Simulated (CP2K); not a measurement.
Sulfuric acid has these distinct O atoms: O1 (bonded to S and H) and O4 (bonded to S).

```xyz
7

O    -0.8536    1.0472   -0.2344
S    -0.2126   -0.4032    0.0362
O     1.3644   -0.0693    0.1325
O    -0.4761   -1.1702   -1.1486
O    -0.5789   -0.8139    1.3573
H    -0.9729    1.4847    0.6335
H     1.7297   -0.0752   -0.7766
```

Their partial O K spectra (CP2K XAS_TDP, all-electron GAPW, PBEh(45%), aug-cc-pVDZ, TDA, GW2X-corrected core level, no relativity) are given in random order, each times the number of alike atoms.

Gaussian full width 0.5 eV, oscillator strength per eV, alike atoms added, rows of zeros left out:

```
E (eV)  curve 1  curve 2
534.75    0.011    0.000
535.00    0.069    0.000
535.25    0.107    0.000
535.50    0.042    0.000
535.75    0.006    0.001
536.00    0.021    0.014
536.25    0.083    0.075
536.50    0.115    0.113
536.75    0.122    0.116
537.00    0.091    0.142
537.25    0.034    0.060
537.50    0.008    0.007
537.75    0.011    0.000
538.00    0.012    0.000
538.25    0.014    0.000
538.50    0.012    0.002
538.75    0.007    0.013
539.00    0.007    0.027
539.25    0.007    0.040
539.50    0.008    0.049
539.75    0.011    0.026
540.00    0.009    0.032
540.25    0.009    0.033
540.50    0.016    0.013
540.75    0.021    0.007
541.00    0.010    0.011
541.25    0.003    0.013
541.50    0.001    0.011
541.75    0.006    0.017
542.00    0.016    0.022
542.25    0.011    0.024
542.50    0.008    0.024
542.75    0.011    0.014
543.00    0.009    0.004
543.25    0.008    0.001
543.50    0.006    0.000
543.75    0.009    0.001
544.00    0.014    0.006
544.25    0.012    0.015
544.50    0.010    0.013
544.75    0.006    0.007
545.00    0.006    0.006
545.25    0.006    0.005
545.50    0.005    0.006
545.75    0.009    0.006
546.00    0.012    0.006
546.25    0.018    0.012
546.50    0.016    0.008
```

Which curve belongs to which atom?

Curve 1: O4 (bonded to S), leading line at 535.21 eV (f = 0.029 an atom), ionisation energy 538.75 eV, term value 3.54 eV. Curve 2: O1 (bonded to S and H), leading line at 536.43 eV (f = 0.028 an atom), ionisation energy 540.71 eV, term value 4.28 eV. The leading line of an atom is its first one with 35 % of the strongest within 2.5 eV of its lowest line over the strength cut. A line lies at the core ionisation energy, which rises as an atom loses charge to its neighbours or to a π system, less the term value, which is large for a low π* or σ* orbital with weight on that atom.

[Banner, clock and machine lines of the logs are left out without a mark of their own.]

[Logs are printed without paths, hosts, clocks, repeated set-up lines and the standing remarks that a program may print on its own settings, such as how far it seeks lower states.]

[Hosts, paths, dates, database ids (printed as entryN), source tags and the programs' standing remarks are cut or masked in the printed files.]
